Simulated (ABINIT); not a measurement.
**CdS (Hawleyite): G0W0 with ABINIT, start to end**

Aim: the G0W0 gap of CdS (Hawleyite) on PBE with spin-orbit coupling, step by step.

Method: PBE and many-body steps on it, plane waves, in ABINIT 10.8.3.

**The experiments to reproduce.**

- Gap 2.42 eV: optical gap from inflexion point of photoacoustic spectrum, as-grown film; photoacoustic spectroscopy; film (as-grown chemical bath deposited film, about 0.25 um thick, deposited at 80 C) (“Study of the band--gap shift in CdS films: Influence of thermal annealing in different atmospheres”, 1995, arxiv:cond-mat/9501125).

## Step 1: Set-up

It takes space group F-43m (No. 216, cubic). Conventional cell: a = 5.916 Å, b = 5.916 Å, c = 5.916 Å, α = 90.00°, β = 90.00°, γ = 90.00°. Nearest to Cd lie 4 S at 2.56 Å. Nearest to S lie 4 Cd at 2.56 Å. Farther neighbours, and contacts between anions beyond the nearest, are not listed.

 The runs that relaxed it are not among those shown.

## Step 2: Ground state

This step: ABINIT 10.8.3; DFT, PBE with spin-orbit coupling, plane waves, norm-conserving pseudopotentials.

The ground-state density comes first.

Contents of run.abi:

```
acell 3*1.0 Angstrom
rprim 
  0.000000000000 2.958200000000 2.958200000000
  2.958200000000 0.000000000000 2.958200000000
  2.958200000000 2.958200000000 -0.000000000000
ntypat 2
znucl 48 16
natom 2
typat 1 2
xred 
  0.000000000000 0.000000000000 0.000000000000
  0.250000000000 0.250000000000 0.250000000000
pp_dirpath "pseudos"
pseudos "Cd.upf, S.upf"
ecut 47
nspinor 2
ngkpt 6 6 6
nshiftk 1
shiftk 0 0 0
kptopt 1
chksymbreak 0
nband 36
occopt 1
tolvrs 1e-10
nstep 60
prtwf 0
optforces 0
optstress 0
indata_prefix "in"
outdata_prefix "out"
tmpdata_prefix "tmp"
```

Run with:

```
$ OMP_NUM_THREADS=1 mpirun -n 4 abinit run.abi > log
```

What it wrote:

```text
.Version 10.8.3 of ABINIT. v10.8.2 released Aug 2026.

 Symmetries : space group F-4 3 m (#216); Bravais cF (face-center cubic)
================================================================================
 Values of the parameters that define the memory need of the present run
     intxc =       0    ionmov =       0      iscf =       7    lmnmax =      18
     lnmax =      18     mgfft =      50  mpssoang =       5    mqgrid =    3001
     natom =       2  nloc_mem =       1    nspden =       1   nspinor =       2
    nsppol =       1      nsym =      24    n1xccc =    2501    ntypat =       2
    occopt =       1   xclevel =       2
-    mband =          36        mffmem =           1         mkmem =           4
       mpw =        5410          nfft =      125000          nkpt =          16
================================================================================
  Rough estimation (10% accuracy) of disk space for files :
================================================================================

--------------------------------------------------------------------------------
------------- Echo of variables that govern the present computation ------------
--------------------------------------------------------------------------------
 -outvars: echo values of preprocessed input variables --------
            acell      1.8897261259E+00  1.8897261259E+00  1.8897261259E+00 Bohr

      chksymbreak           0
             ecut      4.70000000E+01 Hartree
-          fftalg         312

              ixc     -101130
              kpt      0.00000000E+00  0.00000000E+00  0.00000000E+00
                       1.66666667E-01  0.00000000E+00  0.00000000E+00
                       3.33333333E-01  0.00000000E+00  0.00000000E+00
                       5.00000000E-01  0.00000000E+00  0.00000000E+00
                       1.66666667E-01  1.66666667E-01  0.00000000E+00
                       3.33333333E-01  1.66666667E-01  0.00000000E+00
                       5.00000000E-01  1.66666667E-01  0.00000000E+00
                      -3.33333333E-01  1.66666667E-01  0.00000000E+00
                      -1.66666667E-01  1.66666667E-01  0.00000000E+00
   [... 5 further rows ...]
                      -3.33333333E-01  3.33333333E-01  1.66666667E-01
                      -3.33333333E-01  5.00000000E-01  1.66666667E-01
         kptrlatt        6    0    0      0    6    0      0    0    6
          kptrlen      4.74343166E+01
P           mkmem           4
            natom           2
            nband          36
            ngfft          50      50      50
             nkpt          16
          nspinor           2
            nstep          60
             nsym          24
           ntypat           2
              occ      1.000000  1.000000  1.000000  1.000000  1.000000  1.000000
                       1.000000  1.000000  1.000000  1.000000  1.000000  1.000000
                       1.000000  1.000000  1.000000  1.000000  1.000000  1.000000
                       1.000000  1.000000  1.000000  1.000000  1.000000  1.000000
                       1.000000  1.000000  0.000000  0.000000  0.000000  0.000000
                       0.000000  0.000000  0.000000  0.000000  0.000000  0.000000
        optforces           0
        optstress           0
            prtwf           0
            rprim      0.0000000000E+00  2.9582000000E+00  2.9582000000E+00
[...]
spgroup         216

           tolvrs      1.00000000E-10

             xred      0.0000000000E+00  0.0000000000E+00  0.0000000000E+00
[...]
znucl       48.00000   16.00000

================================================================================

 chkinp: Checking input parameters for consistency.

================================================================================
== DATASET  1 ==================================================================
-   mpi_nproc: 4, omp_nthreads: 1 (-1 if OMP is not activated)

--- !DatasetInfo
iteration_state: {dtset: 1, }
dimensions: {natom: 2, nkpt: 16, mband: 36, nsppol: 1, nspinor: 2, nspden: 1, mpw: 5410, }
cutoff_energies: {ecut:  47.0, pawecutdg:  -1.0, }
electrons: {nelect:   2.60000000E+01, charge:   0.00000000E+00, occopt:   1.00000000E+00, tsmear:   1.00000000E-02, }

 Real(R)+Recip(G) space primitive vectors, cartesian coordinates (Bohr,Bohr^-1):
 R(1)=  0.0000000  5.5901878  5.5901878  G(1)= -0.0894424  0.0894424  0.0894424
 R(2)=  5.5901878  0.0000000  5.5901878  G(2)=  0.0894424 -0.0894424  0.0894424
 R(3)=  5.5901878  5.5901878  0.0000000  G(3)=  0.0894424  0.0894424 -0.0894424
 Unit cell volume ucvol=  3.4938897E+02 bohr^3
 Angles (23,13,12)=  6.00000000E+01  6.00000000E+01  6.00000000E+01 degrees

 getcut: wavevector=  0.0000  0.0000  0.0000  ngfft=  50  50  50
         ecut(hartree)=     47.000   => boxcut(ratio)=   2.05016

--- Pseudopotential description ------------------------------------------------
- Cd Generated using ONCVPSP code by D. R. Hamann
- 48.00000  20.00000  180423                  znucl, zion, pspdat
12 -101130 2 -1 1368                          pspcod,pspxc,lmax,lloc,mmax
     nproj     2     4     4     0
     spin-orbit psp
        nprojso     4     4     0
  pspatm : epsatm=   23.18602207
         --- l  ekb(1:nproj) -->
[...]
1    9.657145    1.519289    0.012856    0.000063
             2    1.541456   -0.655918    0.017961   -0.000027
  spin-orbit 1   -3.801853    0.411142    0.019680   -0.001553
  spin-orbit 2   -1.207204    0.051413    0.008713   -0.000403
 pspatm: atomic psp has been read  and splines computed

- S Generated using ONCVPSP code by D. R. Hamann
- 16.00000   6.00000  180416                  znucl, zion, pspdat
12 -101130 2 -1 1146                          pspcod,pspxc,lmax,lloc,mmax
     nproj     2     3     2     0
     spin-orbit psp
        nprojso     3     3     0
  pspatm : epsatm=    9.02154350
         --- l  ekb(1:nproj) -->
[...]
1    3.228904    0.888476    0.000329
             2   -3.547470   -0.986489
  spin-orbit 1    0.096764   -0.027776    0.009511
  spin-orbit 2    0.001615    0.000361   -0.000189
 pspatm: atomic psp has been read  and splines computed

   8.37396705E+02                                ecore*ucvol(ha*bohr**3)
--------------------------------------------------------------------------------

_setup2: Arith. and geom. avg. npw (full set) are    5375.829    5375.817

================================================================================

--- !BeginCycle
iteration_state: {dtset: 1, }
solver: {iscf: 7, nstep: 60, nline: 4, wfoptalg: 0, }
tolerances: {tolvrs: 1.00E-10, }

     iter   Etot(hartree)      deltaE(h)  residm     vres2
 ETOT  1  -184.55425028408    -1.846E+02 1.830E+00 4.378E+03
 ETOT  2  -185.59247812288    -1.038E+00 7.331E-02 6.979E+03
 ETOT  3  -186.31116180029    -7.187E-01 1.262E-02 7.732E+02
 ETOT  4  -186.36962216545    -5.846E-02 1.374E-02 2.105E+02
 ETOT  5  -186.39037174648    -2.075E-02 3.437E-03 6.633E+00
 ETOT  6  -186.39103405461    -6.623E-04 2.197E-03 3.494E-01
 ETOT  7  -186.39107207430    -3.802E-05 1.089E-04 3.408E-02
 ETOT  8  -186.39107596685    -3.893E-06 2.101E-04 8.208E-04
 ETOT  9  -186.39107601851    -5.165E-08 2.263E-05 4.150E-04
 ETOT 10  -186.39107606424    -4.574E-08 5.836E-05 2.871E-07
 ETOT 11  -186.39107606429    -4.550E-11 1.446E-05 1.179E-08
 ETOT 12  -186.39107606429     2.842E-14 4.560E-05 2.407E-09
 ETOT 13  -186.39107606429     4.349E-12 1.073E-05 9.576E-11

 At SCF step   13       vres2   =  9.58E-11 < tolvrs=  1.00E-10 =>converged.

--- !ResultsGS
iteration_state: {dtset: 1, }
comment   : Summary of ground state results
lattice_vectors:
- [  0.0000000,   5.5901878,   5.5901878, ]
- [  5.5901878,   0.0000000,   5.5901878, ]
- [  5.5901878,   5.5901878,  -0.0000000, ]
lattice_lengths: [   7.90572,    7.90572,    7.90572, ]
lattice_angles: [ 60.000,  60.000,  60.000, ] # degrees, (23, 13, 12)
lattice_volume:   3.4938897E+02
convergence: {deltae:  4.349E-12, res2:  9.576E-11, residm:  1.073E-05, diffor:  0.000E+00, }
etotal    :  -1.86391076E+02
entropy   :   0.00000000E+00
fermie    :   1.43556964E-01
cartesian_stress_tensor: null
pressure_GPa: null
xred      :
- [  0.0000E+00,   0.0000E+00,   0.0000E+00, Cd]
- [  2.5000E-01,   2.5000E-01,   2.5000E-01,  S]
cartesian_forces: null
force_length_stats: {min: null, max: null, mean: null, }

 Integrated electronic density in atomic spheres:
 ------------------------------------------------
 Atom  Sphere_radius  Integrated_density
    1        2.00000         17.15684704
    2        2.00000          3.86051565
================================================================================

 ----iterations are completed or convergence reached----

 Mean square residual over all n,k,spin=   55.734E-09; max=  10.729E-06
 reduced coordinates (array xred) for    2 atoms
       0.000000      0.000000      0.000000
       0.250000      0.250000      0.250000
 rms dE/dt=  0.0000E+00; max dE/dt=  0.0000E+00; dE/dt below (all hartree)
    1       0.000000      0.000000      0.000000
    2       0.000000      0.000000      0.000000

 cartesian coordinates (angstrom) at end:
    1      0.000000     0.000000     0.000000
    2      1.479100     1.479100     1.479100
 length scales=  1.889726  1.889726  1.889726 bohr
              =  1.000000  1.000000  1.000000 angstroms
 prteigrs : about to open file out_EIG
 Fermi (or HOMO) energy (hartree) =   0.14356   Average Vxc (hartree)=  -0.33637
 Eigenvalues (hartree) for nkpt=  16  k points:
 kpt#   1, nband= 36, wtk=  0.00463, kpt=  0.0000  0.0000  0.0000 (reduced coord)
  -3.57668   -3.57668   -2.29454   -2.29454   -2.08076   -2.08076   -2.08076   -2.08076
  -0.30229   -0.30229   -0.14528   -0.14528   -0.14528   -0.14528   -0.12673   -0.12673
  -0.11465   -0.11465   -0.11465   -0.11465    0.14179    0.14179    0.14356    0.14356
   0.14356    0.14356    0.18160    0.18160    0.37274    0.37274    0.38782    0.38782
   0.38782    0.38782    0.55508    0.55510
 prteigrs : prtvol=0 or 1, do not print more k-points.

--- !EnergyTerms
iteration_state     : {dtset: 1, }
comment             : Components of total free energy in Hartree
kinetic             :  6.533060E+01
hartree             :  6.606191E+01
xc                  : -2.740699E+01
Ewald energy        : -9.800496E+01
psp_core            :  2.396746E+00
local_psp           : -2.005098E+02
non_local_psp       :  5.741390E+00
total_energy        : -1.863911E+02
total_energy_eV     : -5.071960E+03
band_energy         : -2.143720E+01

== END DATASET(S) ==============================================================
================================================================================

 -outvars: echo values of variables after computation  --------
           etotal     -1.8639107606E+02
            nband          36
             nkpt          16
          spgroup         216
 [... the other variables as echoed above ...]

 Calculation completed.
```

Run time: 1.8 min. Hardware: 4 MPI ranks of Arm Neoverse V1, shared host; peak memory 0.46 GiB.

Numbers from this step:

```yaml
total_energy: -5071.9596 eV
gap: 1.035 eV
k_of_the_valence_top: 0, 0, 0
k_of_the_conduction_bottom: 0, 0, 0
least_direct_gap: 1.035 eV
```

The gap is direct, at Γ.

[end of part 1 of 3]

[Long decimals in the printed logs are rounded to 6 places.]

[Logs are printed without paths, hosts, clocks, repeated set-up lines and the standing remarks that a program may print on its own settings, such as how far it seeks lower states.]

[Paths, hosts, dates, memory and timing lines, banners, echoed tables and standing remarks are left out of the program output; an Ansatz launch command may be rebuilt from the run's recorded settings. Measured values are a selection of at most five: reports struck by readers or far from the other reports are left out. None is set beside runs whose start may be inverted or whose files or cutoffs have a known fault.]

[Runs of the session that timed out or met a known fault of the program may be left out.]

[Hosts, paths, dates, database ids (printed as entryN), source tags and the programs' standing remarks are cut or masked in the printed files.]

[G0W0 gaps are taken among the corrected bands and points alone; a level outside them can change the order at an edge.]

[Where Ansatz stands beside ABINIT at settings called matched, ABINIT's density can come from a denser mesh and the files from another edition; pairs whose starting gaps differed by over 0.03 eV were left out, so agreement reads better than it is.]
